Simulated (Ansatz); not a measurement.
# Br on Fe(100): change of the work function, part 2 of 5

How does Br on the hollow site change the work function of Fe(100) as the layer fills?

Ansatz 0.2.0; plane-wave DFT, PBE, Ansatz PAW (the session's first sound run).

So far, work function, upper face (eV): step 2 (the clean slab) 3.86.

## Step 3: The covered slab, k-mesh 5×5×1, coverage 0.25 ML

System of this step: Br/Fe(100). The cell holds 21 atoms: 20 Fe and 1 Br. Cell: a = 5.740 Å, b = 5.740 Å, c = 25.333 Å, α = 90.0°, β = 90.0°, γ = 90.0°. Vacuum lies along c.

The clean slab as it ended is repeated in the plane and the adsorbate is set on one face; the cell's size fixes the coverage, and the k-mesh shrinks with it to keep the sampling density about even. Adsorbate and upper layers relax, since the dipole depends on the height.

input.yaml

```yaml
crystal:
  lattice:
    - [5.74, 0.0, 0.0]
    - [0.0, 5.74, 0.0]
    - [0.0, 0.0, 25.3334265449]
  atoms:
    - { symbol: Fe, position: [0.0, 0.0, 0.3552618507], spin: 2.97 }
    - { symbol: Fe, position: [0.25, 0.25, 0.4119063792], spin: 2.38 }
    - { symbol: Fe, position: [0.0, 0.0, 0.4678738623], spin: 2.5 }
    - { symbol: Fe, position: [0.25, 0.25, 0.5246654936], spin: 2.31 }
    - { symbol: Fe, position: [0.0, 0.0, 0.577716009], spin: 2.92 }
    - { symbol: Fe, position: [0.0, 0.5, 0.3552618507], spin: 2.97 }
    - { symbol: Fe, position: [0.25, 0.75, 0.4119063792], spin: 2.38 }
    - { symbol: Fe, position: [0.0, 0.5, 0.4678738623], spin: 2.5 }
    - { symbol: Fe, position: [0.25, 0.75, 0.5246654936], spin: 2.31 }
    - { symbol: Fe, position: [0.0, 0.5, 0.577716009], spin: 2.92 }
    - { symbol: Fe, position: [0.5, 0.0, 0.3552618507], spin: 2.97 }
    - { symbol: Fe, position: [0.75, 0.25, 0.4119063792], spin: 2.38 }
    - { symbol: Fe, position: [0.5, 0.0, 0.4678738623], spin: 2.5 }
    - { symbol: Fe, position: [0.75, 0.25, 0.5246654936], spin: 2.31 }
    - { symbol: Fe, position: [0.5, 0.0, 0.577716009], spin: 2.92 }
    - { symbol: Fe, position: [0.5, 0.5, 0.3552618507], spin: 2.97 }
    - { symbol: Fe, position: [0.75, 0.75, 0.4119063792], spin: 2.38 }
    - { symbol: Fe, position: [0.5, 0.5, 0.4678738623], spin: 2.5 }
    - { symbol: Fe, position: [0.75, 0.75, 0.5246654936], spin: 2.31 }
    - { symbol: Fe, position: [0.5, 0.5, 0.577716009], spin: 2.92 }
    - { symbol: Br, position: [0.25, 0.25, 0.6447381493] }
magnetization:
  spin_polarized: true
kpoints:
  mp_grid: { grid: [5, 5, 1] }
hamiltonian:
  xc: pbe
scf:
  occupations: { method: fermi_dirac, width: 0.1 }
  convergence: { dr2_threshold: 1.0e-08 }
efield:
  axis: 3
  dipole_correction: true
  ramp_position: 0.97
  ramp_width: 0.06
relax:
  f_tol: 0.02
  max_steps: 60
  constraints: [{ sites: [0, 1, 5, 6, 10, 11, 15, 16] }]
output:
  bader: true
  dos: { projected: true, e_range: [-8, 4] }
  write_potential: true
  write_density: true
  volumetric_format: npy
  elf: true
```

Started as:

```
> ansatz run input.yaml --threads 4 --pin off --max-ram 12288MiB --backend cpu --events-out ev --progress --plain --runs-dir out
```

Numbers of over 12 decimals in the logs are rounded to 6 here.

The log of the run:

```text
[...]
Crystal: 21 atoms, lattice volume = 834.676 Å³
Basis set: ecut = 420 eV, 16377 PW (Γ), exchange–correlation on 80×80×360 points (8 copies of the dense FFT grid, shifted against one another)
Bands: 228, of which v1, the nominal top of the filled ones, is band 164 counted from 1 (163 counted from 0)
Symmetry: 8 space group operations
k-points: 6 of 25
[...]
Starting moments: Σ|m| = 52.32 μB on 20 of 21 sites
[...]
SCF iter   1: F=—  HF=-92382.582820 eV  |F-HF|=—  |Δ(HF+E_count)|=         —  Δρ=3.88e-2 (↑1.34e-2 ↓3.88e-2)  dr2=6.45e1  dr2_m=2.91e0  M=51.410 μB ∫|m|=51.999 μB  β_m=1.00  ethr=3.10e-3  p=-0.000 e·Å  D=-5.61e-7 V/Å  ΔV_dip=0.00 eV  dr2_dipole=2.02e-1  V_vac-E_F(+/−)=7.26/7.26 eV  ⟨swp⟩=9.6  Hψ=14274  notcnv=0  defer=200
[...]
SCF iter  15: F=-92384.834729 eV  HF=-92384.834729 eV  |F-HF|=1.35e-9  |Δ(HF+E_count)|=   1.75e-9  Δρ=4.50e-7 (↑4.50e-7 ↓3.37e-7)  dr2=4.72e-9  dr2_m=1.97e-10  M=52.393 μB ∫|m|=54.684 μB  ethr=2.46e-12  p=-0.045 e·Å  D=-9.70e-3 V/Å  ΔV_dip=0.25 eV  dr2_dipole=5.86e-12  V_vac-E_F(+/−)=4.11/3.86 eV  ⟨swp⟩=15.9  Hψ=20965  notcnv=0
SCF 1 converged in 15 iterations: F = -92384.834729 eV  dr2 = 4.72e-9
[...]
relax step   1: F+E_penalty+E_count = -92384.83472900 eV  Δ(F+E_penalty+E_count) = +0.000e0 eV  max|allowed force component| = 7.266e-1 eV/Å  Δτ_max = 0.0000 Å  (15 SCF iters, accepted)
[...]
SCF iter  13: F=-92384.886770 eV  HF=-92384.886770 eV  |F-HF|=4.82e-9  |Δ(HF+E_count)|=   3.36e-9  Δρ=2.25e-7 (↑2.25e-7 ↓1.95e-7)  dr2=4.95e-9  dr2_m=6.44e-11  M=52.549 μB ∫|m|=54.848 μB  ethr=2.21e-12  p=-0.064 e·Å  D=-1.39e-2 V/Å  ΔV_dip=0.35 eV  dr2_dipole=1.39e-9  V_vac-E_F(+/−)=4.22/3.87 eV  ⟨swp⟩=12.5  Hψ=17917  notcnv=0
SCF 2 converged in 13 iterations: F = -92384.886770 eV  dr2 = 4.95e-9
[...]
relax step   2: F+E_penalty+E_count = -92384.88677014 eV  Δ(F+E_penalty+E_count) = -5.204e-2 eV  max|allowed force component| = 4.243e-1 eV/Å  Δτ_max = 0.0919 Å  (13 SCF iters, accepted)
SCF iter   1: F=—  HF=-92384.901410 eV  |F-HF|=—  |Δ(HF+E_count)|=         —  Δρ=2.32e-3 (↑1.70e-3 ↓2.32e-3)  dr2=4.80e-2  dr2_m=2.43e-2  M=52.683 μB ∫|m|=55.000 μB  β_m=1.00  ethr=2.23e-4  p=-0.064 e·Å  D=-1.39e-2 V/Å  ΔV_dip=0.35 eV  dr2_dipole=1.08e-2  V_vac-E_F(+/−)=4.23/3.88 eV  ⟨swp⟩=4.6  Hψ=6276  notcnv=0  defer=285
[...]
SCF iter  13: F=-92384.909585 eV  HF=-92384.909585 eV  |F-HF|=2.88e-9  |Δ(HF+E_count)|=   2.72e-9  Δρ=2.82e-7 (↑1.54e-7 ↓2.82e-7)  dr2=3.19e-9  dr2_m=8.47e-11  M=52.722 μB ∫|m|=55.048 μB  ethr=1.00e-12  p=-0.082 e·Å  D=-1.78e-2 V/Å  ΔV_dip=0.45 eV  dr2_dipole=6.47e-10  V_vac-E_F(+/−)=4.32/3.87 eV  ⟨swp⟩=11.2  Hψ=15838  notcnv=0
SCF 3 converged in 13 iterations: F = -92384.909585 eV  dr2 = 3.19e-9
[...]
relax step   3: F+E_penalty+E_count = -92384.90958476 eV  Δ(F+E_penalty+E_count) = -2.281e-2 eV  max|allowed force component| = 6.034e-2 eV/Å  Δτ_max = 0.1093 Å  (13 SCF iters, accepted)
[...]
relax step   4: F+E_penalty+E_count = -92384.90968670 eV  Δ(F+E_penalty+E_count) = -1.019e-4 eV  max|allowed force component| = 3.781e-2 eV/Å  Δτ_max = 0.0184 Å  (12 SCF iters, accepted)
SCF iter   1: F=—  HF=-92384.910303 eV  |F-HF|=—  |Δ(HF+E_count)|=         —  Δρ=6.51e-4 (↑3.38e-4 ↓6.51e-4)  dr2=1.82e-3  dr2_m=1.53e-3  M=52.680 μB ∫|m|=55.011 μB  β_m=1.00  ethr=7.67e-6  p=-0.074 e·Å  D=-1.60e-2 V/Å  ΔV_dip=0.41 eV  dr2_dipole=1.05e-5  V_vac-E_F(+/−)=4.28/3.87 eV  ⟨swp⟩=2.8  Hψ=5372  notcnv=0  defer=283
[...]
SCF iter  10: F=-92384.910623 eV  HF=-92384.910623 eV  |F-HF|=9.09e-9  |Δ(HF+E_count)|=   1.35e-8  Δρ=4.44e-7 (↑2.89e-7 ↓4.44e-7)  dr2=2.02e-9  dr2_m=5.49e-10  M=52.685 μB ∫|m|=55.014 μB  ethr=1.18e-12  p=-0.077 e·Å  D=-1.67e-2 V/Å  ΔV_dip=0.42 eV  dr2_dipole=1.68e-12  V_vac-E_F(+/−)=4.29/3.87 eV  ⟨swp⟩=9.7  Hψ=17501  notcnv=0
SCF 5 converged in 10 iterations: F = -92384.910623 eV  dr2 = 2.02e-9
relax step   5: F+E_penalty+E_count = -92384.91062341 eV  Δ(F+E_penalty+E_count) = -9.367e-4 eV  max|allowed force component| = 3.692e-3 eV/Å  Δτ_max = 0.0099 Å  (10 SCF iters, accepted)
NSCF: frozen V_eff on 6 k-points
[...]
SCF converged after 10 iterations
Magnetization: 52.6846 μB (189.8423 up, 137.1577 down)
Absolute magnetization: 55.0155 μB (∫|ρ↑−ρ↓|, with the PAW one-centre terms)
[...]
Per-site moments (μB) at R_I (Å): [(2.970172, 1.025266), (2.440510, 1.025266), (2.449386, 1.012421), (2.421092, 1.012421), (2.901798, 1.013093), (2.970172, 1.025266), (2.390000, 1.023880), (2.449386, 1.012421), (2.397435, 1.013093), (2.901798, 1.013093), (2.970172, 1.025266), (2.390000, 1.023880), (2.449386, 1.012421), (2.397435, 1.013093), (2.901798, 1.013093), (2.970172, 1.025266), (2.389077, 1.017841), (2.449386, 1.012421), (2.192124, 1.017349), (2.901798, 1.013093), (0.062687, 1.121647)]
Free energy (F): -92384.910623 eV
[...]
Internal energy: -92384.165899 eV  (E = F + TS)
E sigma→0 (E₀):  -92384.538261 eV
Entropy (-TS):   -0.744725 eV (-35.463 meV/atom)
Fermi energy:    2.564489 eV
Dipole field:    D = -0.016719 V/Å  (p = -0.077120 e·Å, saw-weighted, corrected)
Work function:   Φ+ = 4.2921 eV   Φ− = 3.8686 eV
[...]
--- Forces (eV/Å), atoms counted from 1 ---
  atom   1  Fe     0.01070386     0.01070386     0.44646384
  atom   2  Fe    -0.00000000     0.00000000    -0.43497079
  atom   3  Fe    -0.00043868    -0.00043868    -0.00133094
  atom   4  Fe    -0.00000000     0.00000000     0.00093794
  atom   5  Fe    -0.00031296    -0.00031296     0.00043235
  atom   6  Fe     0.01070386    -0.01070386     0.44646384
  atom   7  Fe     0.00000000     0.00000000    -0.45344764
  atom   8  Fe    -0.00043868     0.00043868    -0.00133094
  atom   9  Fe     0.00000000     0.00000000     0.00051358
  atom  10  Fe    -0.00031296     0.00031296     0.00043235
  atom  11  Fe    -0.01070386     0.01070386     0.44646384
  atom  12  Fe     0.00000000     0.00000000    -0.45344764
  atom  13  Fe     0.00043868    -0.00043868    -0.00133094
  atom  14  Fe     0.00000000     0.00000000     0.00051358
  atom  15  Fe     0.00031296    -0.00031296     0.00043235
  atom  16  Fe    -0.01070386    -0.01070386     0.44646384
  atom  17  Fe    -0.00000000     0.00000000    -0.43860463
  atom  18  Fe     0.00043868     0.00043868    -0.00133094
  atom  19  Fe     0.00000000     0.00000000    -0.00369238
  atom  20  Fe     0.00031296     0.00031296     0.00043235
  atom  21  Br    -0.00000000     0.00000000    -0.00007968
  max |Σ_I F_I| component: 1.67e-5 eV/Å
--- Band table (eV; the first three rows and the last of 12) ---
  k-point 0 ↑: bands = [... 160 lower, 1.2035, 1.2631, 1.2958, 1.3130, 1.3130, 1.4081, 1.4658, 1.4962, ... 60 higher]
  k-point 1 ↑: bands = [... 160 lower, 1.2576, 1.2637, 1.2928, 1.2987, 1.3767, 1.3948, 1.4463, 1.4572, ... 60 higher]
  k-point 2 ↑: bands = [... 160 lower, 1.1777, 1.2227, 1.2586, 1.2921, 1.3023, 1.3153, 1.3288, 1.3871, ... 60 higher]
  k-point 5 ↓: bands = [... 160 lower, 3.9669, 3.9681, 3.9951, 4.0135, 4.0600, 4.0785, 4.1006, 4.1339, ... 60 higher]
--- Relaxed structure (5 steps of the walk, 5 accepted, 0 SCFs on fresh bases) ---
  F+E_penalty+E_count = -92384.91062341 eV   max|allowed force component| = 3.692e-3 eV/Å
  atoms:
    - { symbol: Fe, position: [0.0, 0.0, 0.3552618507] }
    - { symbol: Fe, position: [0.25, 0.25, 0.411906] }
    - { symbol: Fe, position: [-0.00219939, -0.00219939, 0.468316] }
    - { symbol: Fe, position: [0.25, 0.25, 0.521753] }
    - { symbol: Fe, position: [0.0042266, 0.0042266, 0.579265] }
    - { symbol: Fe, position: [0.0, 0.5, 0.3552618507] }
    - { symbol: Fe, position: [0.25, 0.750000, 0.411906] }
    - { symbol: Fe, position: [-0.00219939, 0.502199, 0.468316] }
    - { symbol: Fe, position: [0.25, 0.750000, 0.524680] }
    - { symbol: Fe, position: [0.0042266, 0.495773, 0.579265] }
    - { symbol: Fe, position: [0.5, 0.0, 0.3552618507] }
    - { symbol: Fe, position: [0.750000, 0.25, 0.411906] }
    - { symbol: Fe, position: [0.502199, -0.00219939, 0.468316] }
    - { symbol: Fe, position: [0.750000, 0.25, 0.524680] }
    - { symbol: Fe, position: [0.495773, 0.0042266, 0.579265] }
    - { symbol: Fe, position: [0.5, 0.5, 0.3552618507] }
    - { symbol: Fe, position: [0.750000, 0.750000, 0.411906] }
    - { symbol: Fe, position: [0.502199, 0.502199, 0.468316] }
    - { symbol: Fe, position: [0.750000, 0.750000, 0.525958] }
    - { symbol: Fe, position: [0.495773, 0.495773, 0.579265] }
    - { symbol: Br, position: [0.25, 0.25, 0.652194] }
--- Bader charges: 21 sites ---
  site symbol  charge [e]  shift [e]    m [muB]
     0     Fe      0.0544     0.0001     3.1096
     1     Fe     -0.0551     0.0001     2.3807
     2     Fe      0.0218     0.0001     2.4090
     3     Fe     -0.0148     0.0001     2.3702
     4     Fe      0.1879     0.0002     2.9779
     5     Fe      0.0544     0.0001     3.1096
     6     Fe     -0.0651     0.0001     2.3317
     7     Fe      0.0218     0.0001     2.4090
     8     Fe     -0.0651     0.0000     2.3400
     9     Fe      0.1879     0.0002     2.9779
    10     Fe      0.0544     0.0001     3.1096
    11     Fe     -0.0651     0.0001     2.3317
    12     Fe      0.0218     0.0001     2.4090
    13     Fe     -0.0651     0.0000     2.3400
    14     Fe      0.1879     0.0002     2.9779
    15     Fe      0.0544     0.0001     3.1096
    16     Fe     -0.0675     0.0000     2.3306
    17     Fe      0.0218     0.0001     2.4090
    18     Fe     -0.0906     0.0002     2.1410
    19     Fe      0.1879     0.0002     2.9779
    20     Br     -0.5679     0.0008     0.1323
  estimated error of the sums over rays = 4.7e-4 e
```

Wall time 5.1 min (4 threads of Intel Xeon 6975P-C (Granite Rapids), shared host); peak memory 5 GiB; 19 min of CPU time.

The steps of the relaxation:

```tsv
step	energy less that of the first step (eV)	largest force component (eV/Å)
1	0.0000	0.7266
2	-0.0520	0.4243
3	-0.0749	0.0603
4	-0.0750	0.0378
5	-0.0759	0.0037
```

Forces are held to the 8 operations that the run works with; a distortion that breaks them can't arise in this run.

The atoms that moved most (Å):

```tsv
atom	dx	dy	dz	length
Br21	0.000	0.000	0.189	0.189
Fe4	0.000	0.000	-0.074	0.074
Fe5	0.024	0.024	0.039	0.052
Fe15	-0.024	0.024	0.039	0.052
Fe10	0.024	-0.024	0.039	0.052
Fe20	-0.024	-0.024	0.039	0.052
Fe19	0.000	0.000	0.033	0.033
Fe3	-0.013	-0.013	0.011	0.021
```

The relaxed structure:

```xyz
21
Lattice="5.7400 0.0000 0.0000 0.0000 5.7400 0.0000 0.0000 0.0000 25.3334" Properties=species:S:1:pos:R:3
Fe    0.0000    0.0000    9.0000
Fe    1.4350    1.4350   10.4350
Fe   -0.0126   -0.0126   11.8641
Fe    1.4350    1.4350   13.2178
Fe    0.0243    0.0243   14.6748
Fe    0.0000    2.8700    9.0000
Fe    1.4350    4.3050   10.4350
Fe   -0.0126    2.8826   11.8641
Fe    1.4350    4.3050   13.2919
Fe    0.0243    2.8457   14.6748
Fe    2.8700    0.0000    9.0000
Fe    4.3050    1.4350   10.4350
Fe    2.8826   -0.0126   11.8641
Fe    4.3050    1.4350   13.2919
Fe    2.8457    0.0243   14.6748
Fe    2.8700    2.8700    9.0000
Fe    4.3050    4.3050   10.4350
Fe    2.8826    2.8826   11.8641
Fe    4.3050    4.3050   13.3243
Fe    2.8457    2.8457   14.6748
Br    1.4350    1.4350   16.5223
```

Numbers from this step:

```yaml
energy_at_zero_smearing: -92384.5383 eV
total_moment: 52.68 μB
work_function_upper_face: 4.292 eV
work_function_lower_face: 3.869 eV
dipole_along_the_normal: -0.07712 e·Å
step_between_the_vacuum_levels: 0.4235 eV
```

Running mean over 1.435 Å of the planar mean; the ramp of the sawtooth is left out. Table of electron's electrostatic potential energy less the Fermi level by z:

```tsv
z (Å)	electron's electrostatic potential energy less the Fermi level (eV)
3.5	3.87
4.0	3.87
4.5	3.87
5.0	3.86
5.5	3.86
6.0	3.83
6.5	3.74
7.0	3.44
7.5	2.44
8.0	-0.861
8.5	-5.84
9.0	-9.03
9.5	-9.58
10.0	-9.58
10.5	-9.56
11.0	-9.58
11.5	-9.58
12.0	-9.63
12.5	-9.70
13.0	-9.67
13.5	-9.80
14.0	-10.00
14.5	-9.70
15.0	-7.60
15.5	-3.76
16.0	-1.12
16.5	-0.412
17.0	0.913
17.5	2.77
18.0	3.94
18.5	4.21
19.0	4.27
19.5	4.29
20.0	4.29
20.5	4.29
21.0	4.29
21.5	4.29
22.0	4.29
```

The density of states has structure finer than the step of the table below, so its rows give means over 0.25 eV, whole bins alone (the curve runs from -8 to 1.98 eV). Peaks (eV: height): total -1.380: 101, -1.320: 71.6, -1.260: 88.0, -1.170: 86.2, -1.050: 111, -0.960: 80.5, 1.800: 74.9; up -3.190: 60.1, -1.500: 43.4, -1.380: 50.9, -1.260: 60.3, -1.170: 70.5, -1.050: 69.1, -0.960: 50.7; down -1.380: 50.5, -1.320: 41.3, -1.050: 41.6, 1.410: 43.5, 1.560: 46.2, 1.800: 71.2, 1.890: 62.2.

Table of density of states by energy, zero at the Fermi level; means over each step; values in states/eV a cell:

```tsv
energy (eV)	total	up	down
-7.75	0.708	0.622	0.0858
-7.50	1.32	0.636	0.682
-7.25	1.53	0.905	0.622
-7.00	2.00	0.990	1.01
-6.75	1.30	0.475	0.826
-6.50	1.00	0.557	0.444
-6.25	3.60	2.76	0.839
-6.00	4.00	1.37	2.63
-5.75	3.40	2.46	0.943
-5.50	5.66	3.55	2.11
-5.25	4.48	3.59	0.889
-5.00	12.2	7.98	4.25
-4.75	10.3	6.74	3.58
-4.50	18.7	13.0	5.80
-4.25	16.8	13.7	3.09
-4.00	20.2	18.7	1.47
-3.75	25.0	19.5	5.49
-3.50	23.7	19.8	3.94
-3.25	41.4	36.3	5.10
-3.00	27.9	21.8	6.13
-2.75	33.5	27.7	5.83
-2.50	41.8	28.7	13.1
-2.25	34.3	19.2	15.1
-2.00	28.7	18.5	10.2
-1.75	34.9	23.5	11.4
-1.50	44.1	23.5	20.6
-1.25	65.2	41.1	24.1
-1.00	62.3	36.5	25.8
-0.75	36.1	18.0	18.0
-0.50	28.1	12.2	15.9
-0.25	21.4	11.5	9.91
0.00	24.9	4.92	20.0
0.25	22.1	3.79	18.3
0.50	22.0	3.58	18.4
0.75	17.7	2.87	14.8
1.00	19.8	3.94	15.9
1.25	30.9	4.38	26.5
1.50	33.0	1.82	31.2
1.75	41.3	3.34	38.0
```

Projected DOS per atom over height of the atomic layer and energy from the Fermi level. Layers: Fe4 Fe4 Fe4 Fe4 Fe4 Br from below.

Ten even steps from '0' (0.01 states/eV) to '9' (3.20 states/eV), each cell a mean:
```
366650
544440
312130
512140
422240
355530
598950
597850
643350
644471
734350
545451
432332
322213
112119
000018
000003
000001
000000
000000
000000
000000
```
Columns: height of the atomic layer (Å) from 9 to 16.5 (not evenly spaced); rows upwards: energy from the Fermi level (eV) from -7.96 to 1.95.

Projected DOS per atom, spin up over height of the atomic layer and energy from the Fermi level. Layers: Fe4 Fe4 Fe4 Fe4 Fe4 Br from below.

Values in states/eV, 22 rows by 6 columns, each cell a mean:
```
0.10 0.13 0.12 0.12 0.11 0.05
0.10 0.15 0.10 0.13 0.12 0.07
0.09 0.12 0.11 0.13 0.10 0.04
0.13 0.25 0.18 0.22 0.13 0.09
0.15 0.36 0.54 0.46 0.18 0.09
0.32 0.98 0.93 1.03 0.42 0.18
0.69 2.05 1.78 2.22 0.91 0.26
0.97 1.86 1.43 1.70 0.99 0.15
1.65 0.80 0.88 0.55 1.41 0.15
1.71 0.58 0.78 0.63 1.82 0.29
2.19 0.78 0.90 0.80 1.71 0.20
1.49 1.06 1.51 1.25 1.57 0.38
1.22 0.99 0.55 0.88 1.11 0.47
0.96 0.84 0.85 0.66 0.58 0.28
0.29 0.50 0.68 0.54 0.32 0.64
0.14 0.20 0.23 0.23 0.35 1.95
0.07 0.11 0.10 0.11 0.16 0.71
0.05 0.09 0.07 0.09 0.09 0.28
0.05 0.09 0.07 0.09 0.07 0.14
0.01 0.04 0.05 0.04 0.02 0.02
0.02 0.05 0.07 0.05 0.02 0.02
0.01 0.03 0.04 0.03 0.01 0.01
```
Columns: height of the atomic layer (Å) from 9 to 16.5 (not evenly spaced); rows upwards: energy from the Fermi level (eV) from -7.96 to 1.95.

Projected DOS per atom, spin down over height of the atomic layer and energy from the Fermi level. Layers: Fe4 Fe4 Fe4 Fe4 Fe4 Br from below.

Ten even steps from '_' (0.00 states/eV) to '@' (2.47 states/eV), each cell a mean:
```
==######**__
**++==++++__
==::::..==__
**__::__++__
==......==__
::----::::__
--====----__
--======--__
..::..::..__
::--::--::..
........____
____....____
____..____..
__________::
__________@@
__________--
__________..
____________
____________
____________
____________
____________
```
Columns: height of the atomic layer (Å) from 9 to 16.5 (not evenly spaced); rows upwards: energy from the Fermi level (eV) from -7.96 to 1.95.

Site moment by atom:

```tsv
atom	site moment (μB)
Fe1	2.97
Fe2	2.44
Fe3	2.45
Fe4	2.42
Fe5	2.90
Fe6	2.97
Fe7	2.39
Fe8	2.45
Fe9	2.40
Fe10	2.90
Fe11	2.97
Fe12	2.39
Fe13	2.45
Fe14	2.40
Fe15	2.90
Fe16	2.97
Fe17	2.39
Fe18	2.45
Fe19	2.19
Fe20	2.90
Br21	0.06
```

Spin density in the ca plane at fractional y = 0.250, with atoms of Fe and Br within 0.2 Å of it.

Ten even steps from '0' (0.0 e/Å³) to '9' (4.4 e/Å³), each cell a mean:
```
00000000000000000000000000000000000000000000
00000000000000000000000000000000000000000000
00000013410000144100000000000000000000000000
00000028930000299200000000000000000000000000
00000003410000144100000000000000000000000000
00000000000000000000000000000000000000000000
00000000000000000000000000000000000000000000
00000000000000000000000000000000000000000000
00000000000000000000000000000000000000000000
00000001200000021000000000000000000000000000
00000016820000286100000000000000000000000000
00000016820000386100000000000000000000000000
00000001200000021000000000000000000000000000
00000000000000000000000000000000000000000000
00000000000000000000000000000000000000000000
```
Columns run along c (16.0 Å, from fractional 0.30 to 0.93 of the cell), rows up along a (5.7 Å). Atoms in or near the plane, at fractional coordinates: Fe at (0.41, 0.25), Fe at (0.52, 0.25), Fe at (0.41, 0.75), Fe at (0.52, 0.75), Br at (0.65, 0.25).

Valence density in the ca plane at fractional y = 0.250, with atoms of Fe and Br within 0.2 Å of it. It is the smooth field of the valence electrons, not physical close to the nuclei.

Ten steps, logarithmic in the rise over the least value, from '0' (0 e/Å³) to '9' (25 e/Å³), each cell a mean:
```
00011111111111111111100000000000000000000000
00011123421111244211100000000000000000000000
00001158862112588521000000000000000000000000
00001269973112699621000000000000000000000000
00001157862112588521000000000000000000000000
00011124431111244211100000000000000000000000
00011111111111111111100000000000000000000000
00011111111111111111111111000000000000000000
00011112221111222111111222210000000000000000
00001136642112466311112333320000000000000000
00001269973113799521113322321000000000000000
00001269973113799521113322321000000000000000
00001136642112466311112333320000000000000000
00011112211111122111111222210000000000000000
00011111111111111111110111000000000000000000
```
Columns run along c (16.0 Å, from fractional 0.30 to 0.93 of the cell), rows up along a (5.7 Å). Atoms in or near the plane, at fractional coordinates: Fe at (0.41, 0.25), Fe at (0.52, 0.25), Fe at (0.41, 0.75), Fe at (0.52, 0.75), Br at (0.65, 0.25).

(Continued in part 3 of 5.)

[Logs are printed without paths, hosts, clocks, repeated set-up lines and the standing remarks that a program may print on its own settings, such as how far it seeks lower states.]

[Hosts, paths, dates, database ids (printed as entryN), source tags and the programs' standing remarks are cut or masked in the printed files.]

[Maps of the electrostatic potential energy from Ansatz leave out the sawtooth potential of an applied field or a dipole correction, so their vacuum need not be flat; planar profiles and work functions include it.]
